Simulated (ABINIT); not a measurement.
# SiC (Moissanite): G0W0 with ABINIT, start to end, part 3 of 3

How does a plane-wave GW calculation on SiC (Moissanite) run from the first input to the gap?

ABINIT 10.8.3; PBE and many-body steps on it, plane waves. Known limits of the many-body steps: not at the basis limit; coarse k mesh.

So far. Step 3 (Bands along the symmetry lines): The gap is 2.012 eV, −0.005 eV from the run before at this level. Step 4 (Empty states on the mesh, 3×3×1 mesh, 257 bands): On this mesh the gap is 2.813 eV. The earlier step found 2.017 eV, so this mesh misses an edge.

## 5. Screening, 3×3×1 mesh, 235 bands, screening to 155.1 eV

The RPA dielectric matrix is built and inverted for each q.

This step: RPA screening on PBE, plane waves, norm-conserving pseudopotentials.

Contents of run.abi:

```
acell 3*1.0 Angstrom
rprim 
  3.081000000023 -0.000000000005 0.000000000000
  -1.540500000007 2.668224269083 0.000000000000
  0.000000000000 0.000000000000 15.124800000000
ntypat 2
znucl 14 6
natom 12
typat 1 1 1 1 1 1 2 2 2 2 2 2
xred 
  0.000000000000 0.000000000000 0.000000000000
  0.000000000000 0.000000000000 0.500000000000
  0.333333333333 0.666666666667 0.166400000000
  0.666666666667 0.333333333333 0.666400000000
  0.666666666667 0.333333333333 0.332900000000
  0.333333333333 0.666666666667 0.832900000000
  0.333333333333 0.666666666667 0.041200000000
  0.666666666667 0.333333333333 0.541200000000
  0.666666666667 0.333333333333 0.208000000000
  0.333333333333 0.666666666667 0.708000000000
  0.000000000000 0.000000000000 0.374600000000
  0.000000000000 0.000000000000 0.874600000000
pp_dirpath "pseudos"
pseudos "Si.upf, C.upf"
ecut 37
ngkpt 3 3 1
nshiftk 1
shiftk 0 0 0
kptopt 1
chksymbreak 0
istwfk *1
occopt 1
irdwfk 1
optdriver 3
nband 235
ecuteps 5.7
inclvkb 2
awtr 1
symchi 1
indata_prefix "in"
outdata_prefix "out"
tmpdata_prefix "tmp"
```

Started as:

```sh
OMP_NUM_THREADS=1 mpirun -n 8 abinit run.abi > log
```

Numbers of over 12 decimals in the logs are rounded to 6 here.

What it wrote:

```text
.Version 10.8.3 of ABINIT. v10.8.2 released Aug 2026.

 Symmetries : space group P6_3 m c (#186); Bravais hP (primitive hexag.)
[... echo of the input left out ...]
== DATASET  1 ==================================================================
-   mpi_nproc: 8, omp_nthreads: 1 (-1 if OMP is not activated)

--- !DatasetInfo
iteration_state: {dtset: 1, }
dimensions: {natom: 12, nkpt: 3, mband: 235, nsppol: 1, nspinor: 1, nspden: 1, mpw: 9084, }
cutoff_energies: {ecut:  37.0, pawecutdg:  -1.0, }
electrons: {nelect:   4.80000000E+01, charge:   0.00000000E+00, occopt:   1.00000000E+00, tsmear:   1.00000000E-02, }

 SCREENING: Calculation of the susceptibility and dielectric matrices

 Based on a program developped by R.W. Godby, V. Olevano, G. Onida, and L. Reining.
 Incorporated in ABINIT by V. Olevano, G.-M. Rignanese, and M. Torrent.
.Using double precision arithmetic ; gwpc =  8

[... cell and pseudopotentials left out ...]
--------------------------------------------------------------------------------

 ==== K-mesh for the wavefunctions ====
 Number of points in the irreducible wedge :     3
[... list of points left out ...]
 Together with 12 symmetry operations and time-reversal symmetry
 yields     9 points in the full Brillouin Zone.

 ==== Q-mesh for the screening function ====
 Number of points in the irreducible wedge :     3
[... list of points left out ...]
 Together with 12 symmetry operations and time-reversal symmetry
 yields     9 points in the full Brillouin Zone.

 setmesh: FFT mesh size selected  =    20x   20x  120
          total number of points  =        48000

 vcoul_init : cutoff-mode = AUXILIARY_FUNCTION
 q-points for optical limit:   1
     1)      0.000010    0.000020    0.000030

- screening: taking advantage of time-reversal symmetry
- Maximum band index for partially occupied states nbvw = 24
- Remaining bands to be divided among processors   nbcw = 211
- Number of bands treated by each node ~26

 Number of electrons calculated from density =   48.0000; Expected =   48.0000
 average of density, n =  0.057206
 r_s =    1.6100
 omega_plasma =   23.0715 [eV]

 calculating chi0 at frequencies [eV] :
  1    0.000000E+00    0.000000E+00
  2    0.000000E+00    2.307151E+01

--------------------------------------------------------------------------------
  q-point number  1        q = ( 0.000000, 0.000000, 0.000000) [r.l.u.]
--------------------------------------------------------------------------------
[... chi0 elements left out ...]
 For q-point:  0.000010 0.000020 0.000030
  dielectric constant =   9.7910
  dielectric constant without local fields =  10.7093

  Average fulfillment of the sum rule on Im[epsilon] for q-point    1 :     87.04  [%]
[... wings left out ...]
  q-point number  2        q = ( 0.333333, 0.000000, 0.000000) [r.l.u.]
--------------------------------------------------------------------------------
[... chi0 elements left out ...]
  Average fulfillment of the sum rule on Im[epsilon] for q-point    2 :     82.63  [%]

 [... 1 further q-points ...]
```

It took 40 s on 8 MPI ranks of Arm Neoverse V1, shared host; peak memory 2.6 GiB.

Numbers from this step:

```yaml
eps_infinity_with_local_fields_on_this_mesh_along_the_program_s_q_direction: 9.791
the_same_without_local_fields: 10.71
plasma_frequency: 23.07 eV
plane_waves_in_the_screening_matrix: 553
```

Local fields lower ε∞ by 9 %. On a Γ-centred mesh this coarse the value itself is usually too large, while a short band sum pulls it down.

## 6. Self-energy, 3×3×1 mesh, 235 bands, screening to 155.1 eV

The self-energy is evaluated for the states that the input lists, and the levels follow from it, in one-shot runs by the linearised quasiparticle equation.

This step: G0W0 on PBE, plane waves, norm-conserving pseudopotentials.

run.abi, as its differences from that of step 5:

```diff
@@ -33,8 +33,17 @@
 irdwfk 1
-optdriver 3
+optdriver 4
 nband 235
+gwcalctyp 0
+ecutsigx 37
+symsigma 1
+nkptgw 2
+kptgw 
+  0.0000000000 0.0000000000 0.0000000000
+  0.3333333333 0.0000000000 0.0000000000
+bdgw 
+  23 26
+  23 26
 ecuteps 5.7
-inclvkb 2
-awtr 1
-symchi 1
+irdscr 1
+ppmodel 1
 indata_prefix "in"
```

What it wrote:

```text
.Version 10.8.3 of ABINIT. v10.8.2 released Aug 2026.

 Symmetries : space group P6_3 m c (#186); Bravais hP (primitive hexag.)
[... echo of the input left out ...]
== DATASET  1 ==================================================================
-   mpi_nproc: 8, omp_nthreads: 1 (-1 if OMP is not activated)

--- !DatasetInfo
iteration_state: {dtset: 1, }
dimensions: {natom: 12, nkpt: 3, mband: 235, nsppol: 1, nspinor: 1, nspden: 1, mpw: 9084, }
cutoff_energies: {ecut:  37.0, pawecutdg:  -1.0, }
electrons: {nelect:   4.80000000E+01, charge:   0.00000000E+00, occopt:   1.00000000E+00, tsmear:   1.00000000E-02, }

 SIGMA: Calculation of the GW corrections

 Based on a program developped by R.W. Godby, V. Olevano, G. Onida, and L. Reining.
 Incorporated in ABINIT by V. Olevano, G.-M. Rignanese, and M. Torrent.
.Using double precision arithmetic ; gwpc =  8

[... cell and pseudopotentials left out ...]
--------------------------------------------------------------------------------

 ==== K-mesh for the wavefunctions ====
 Number of points in the irreducible wedge :     3
[... list of points left out ...]
 Together with 12 symmetry operations and time-reversal symmetry
 yields     9 points in the full Brillouin Zone.

 ==== Q-mesh for screening function ====
 Number of points in the irreducible wedge :     3
[... list of points left out ...]
 Together with 12 symmetry operations and time-reversal symmetry
 yields     9 points in the full Brillouin Zone.

 vcoul_init : cutoff-mode = AUXILIARY_FUNCTION
 q-points for optical limit:   1
     1)      0.000010    0.000020    0.000030
 setmesh: FFT mesh size selected  =    27x   27x  160
          total number of points  =       116640

 Number of electrons calculated from density =   48.0000; Expected =   48.0000
 average of density, n =  0.057206
 r_s =    1.6100
 omega_plasma =   23.0715 [eV]

 === KS Band Gaps ===
  >>>> For spin  1
   Minimum direct gap =   3.6414 [eV], located at k-point      :   0.3333  0.0000  0.0000
   Fundamental gap    =   2.8128 [eV], Top of valence bands at :   0.0000  0.0000  0.0000
                                       Bottom of conduction at :   0.3333  0.0000  0.0000
 SIGMA fundamental parameters:
 PLASMON POLE MODEL  1
 number of plane-waves for SigmaX                 8941
 number of plane-waves for SigmaC and W            553
 number of plane-waves for wavefunctions          8941
 number of bands                                   235
 number of independent spin polarizations            1
 number of spinorial components                      1
 number of k-points in IBZ                           3
 number of q-points in IBZ                           3
 number of symmetry operations                      12
 number of k-points in BZ                            9
 number of q-points in BZ                            9
 number of frequencies for dSigma/dE                 9
 frequency step for dSigma/dE [eV]                0.25
 number of omega for Sigma on real axis              0
 max omega for Sigma on real axis  [eV]           0.00
 zcut for avoiding poles [eV]                     0.10

 EPSILON^-1 parameters (SCR file):
 dimension of the eps^-1 matrix on file            553
 dimension of the eps^-1 matrix used               553
 number of plane-waves for wavefunctions          8941
 number of bands                                   235
 number of q-points in IBZ                           3
 number of frequencies                               2
 number of real frequencies                          1
 number of imag frequencies                          1

 matrix elements of self-energy operator (all in [eV])

 Perturbative Calculation

--- !SelfEnergy_ee
iteration_state: {dtset: 1, }
kpoint     : [   0.000,    0.000,    0.000, ]
spin       : 1
KS_gap     :    5.164
QP_gap     :    6.032
Delta_QP_KS:    0.868
data: !SigmaeeData |
     Band     E0 <VxcDFT>   SigX SigC(E0)      Z dSigC/dE  Sig(E)    E-E0       E
       23   6.871 -15.002 -18.336   2.824   0.790  -0.267 -15.404  -0.402   6.469
       24   6.871 -15.002 -18.336   2.824   0.790  -0.267 -15.404  -0.402   6.469
       25  12.036 -12.095  -6.523  -4.990   0.801  -0.249 -11.629   0.465  12.501
       26  12.207 -12.042  -6.441  -5.030   0.800  -0.250 -11.585   0.457  12.664

--- !SelfEnergy_ee
iteration_state: {dtset: 1, }
kpoint     : [   0.333,    0.000,    0.000, ]
spin       : 1
KS_gap     :    3.641
QP_gap     :    4.410
Delta_QP_KS:    0.769
data: !SigmaeeData |
     Band     E0 <VxcDFT>   SigX SigC(E0)      Z dSigC/dE  Sig(E)    E-E0       E
       23   5.792 -14.370 -17.647   2.664   0.791  -0.265 -14.855  -0.485   5.307
       24   6.043 -14.645 -18.225   2.929   0.788  -0.269 -15.159  -0.514   5.529
       25   9.684 -10.715  -5.988  -4.415   0.813  -0.229 -10.461   0.255   9.939
       26   9.774 -10.667  -5.891  -4.446   0.813  -0.229 -10.398   0.268  10.043

== END DATASET(S) ==============================================================
================================================================================

 -outvars: echo values of variables after computation  --------
           etotal      0.0000000000E+00
            nband         235
             nkpt           3
          spgroup         186
 [... the other variables as echoed above ...]

 Calculation completed.
```

Elapsed: 21 s, on 8 MPI ranks; peak memory 1.9 GiB.

This step gave:

| Quantity | Value |
| --- | --- |
| G0W0 gap on the points computed | 3.470 eV |
| starting gap on the mesh | 2.813 eV |
| k of the valence top | 0, 0, 0 |
| k of the conduction bottom | 0.3333, 0, 0 |
| Z at the valence top | 0.79 |
| Z at the conduction bottom | 0.813 |
| least direct G0W0 gap on the computed points | 4.41 eV |

The gap on the mesh goes from 2.81 eV to 3.47 eV, a correction of +0.66 eV. The start differs from the 2.02 eV found before because the two sample other k points.

Limits: finite bands, cutoff and mesh; coarse k mesh. v1 is the top filled band, c1 the lowest empty one. Levels before and after the correction, in eV, zero at the valence-band top of each column:

```csv
,conduction bottom,valence top
Kohn-Sham,2.81,0.00
G0W0,3.47,0.00
```

```csv
,level,energy (eV)
Kohn-Sham,Γ v2-v1,0.000
Kohn-Sham,Γ c1,5.164
Kohn-Sham,Γ c2,5.336
Kohn-Sham,(0.333 0 0) v2,-1.079
Kohn-Sham,(0.333 0 0) v1,-0.829
Kohn-Sham,(0.333 0 0) c1,2.813
Kohn-Sham,(0.333 0 0) c2,2.903
G0W0,Γ v2-v1,0.000
G0W0,Γ c1,6.032
G0W0,Γ c2,6.195
G0W0,(0.333 0 0) v2,-1.162
G0W0,(0.333 0 0) v1,-0.940
G0W0,(0.333 0 0) c1,3.470
G0W0,(0.333 0 0) c2,3.574
```

## 7. Where the time went

Times are wall times on the hardware named with each run, good to a factor of about two.

```csv
step,time,share,memory (GiB)
ground state,31 s,15 %,0.83
bands along the symmetry lines,35 s,17 %,0.82
empty states on the mesh,82 s,39 %,0.34
screening,40 s,19 %,2.6
self-energy,21 s,10 %,1.9
```

## 8. What came out

* PBE gap: 2.01 eV, indirect
* G0W0 gap on the mesh: 3.47 eV
* G0W0 gap over the zone (rigid shift): 2.67 eV
* GW settings: 3×3×1 mesh, 235 bands, screening to 155.1 eV, Godby-Needs plasmon pole
* known limits: not at the basis limit; coarse k mesh

What this shows: G0W0 moves the gap on the mesh from 2.81 eV to 3.47 eV (+0.66 eV), with Z of 0.79 and 0.81 at the edges. The mesh misses the band edges by 0.80 eV in all; a rigid shift gives 2.67 eV for the zone. Local fields lower the RPA ε∞ on this mesh from 10.71 to 9.79; a Γ-centred mesh this coarse tends to raise both, most where the direct gap is narrow, while a short band sum lowers them. Only 2 of the mesh's irreducible points were corrected, so a valley elsewhere could overtake. The dearest step here is «empty states on the mesh». Against experiment, by G0W0@PBE: the gap of 2.67 eV lies −0.33 eV from the measured 3 eV (optical, 2017); the gap of 2.67 eV lies −0.36 eV from the measured 3.03 eV (indirect, quoted 2018); the gap of 2.67 eV lies −0.35 eV from the measured 3.02 eV (kind not stated, quoted 2020). An exciton line or allowed optical edge lies below the quasiparticle gap by the binding energy; a forbidden edge can push the onset above it. The calculation has static nuclei and no excitons; a measured gap holds zero-point and thermal motion, which mostly lowers it. Bands and cutoff are finite, so the gap is not at the basis limit. The miss can reach some tenths of an eV and take either sign; the mesh is an error of its own. In the G0W0 run levels were corrected at 2 k points alone, so a gap called «on the mesh» is the least over those, and an edge elsewhere would be missed. A denser mesh or path gives a starting gap of 2.01 eV: the GW mesh misses a band edge, so its gaps are not the fundamental one. The 3×3×1 mesh is coarse for this cell, which bears on the long-range parts of exchange and screening.

[Paths, hosts, dates, memory and timing lines, banners, echoed tables and standing remarks are left out of the program output.]

[Logs are printed without paths, hosts, clocks, repeated set-up lines and the standing remarks that a program may print on its own settings, such as how far it seeks lower states.]

[Runs of the session that timed out or met a known fault of the program may be left out.]

[Hosts, paths, dates, database ids (printed as entryN), source tags and the programs' standing remarks are cut or masked in the printed files.]

[G0W0 gaps are taken among the corrected bands and points alone; a level outside them can change the order at an edge.]

[Where Ansatz stands beside ABINIT at settings called matched, ABINIT's density can come from a denser mesh and the files from another edition; pairs whose starting gaps differed by over 0.03 eV were left out, so agreement reads better than it is.]
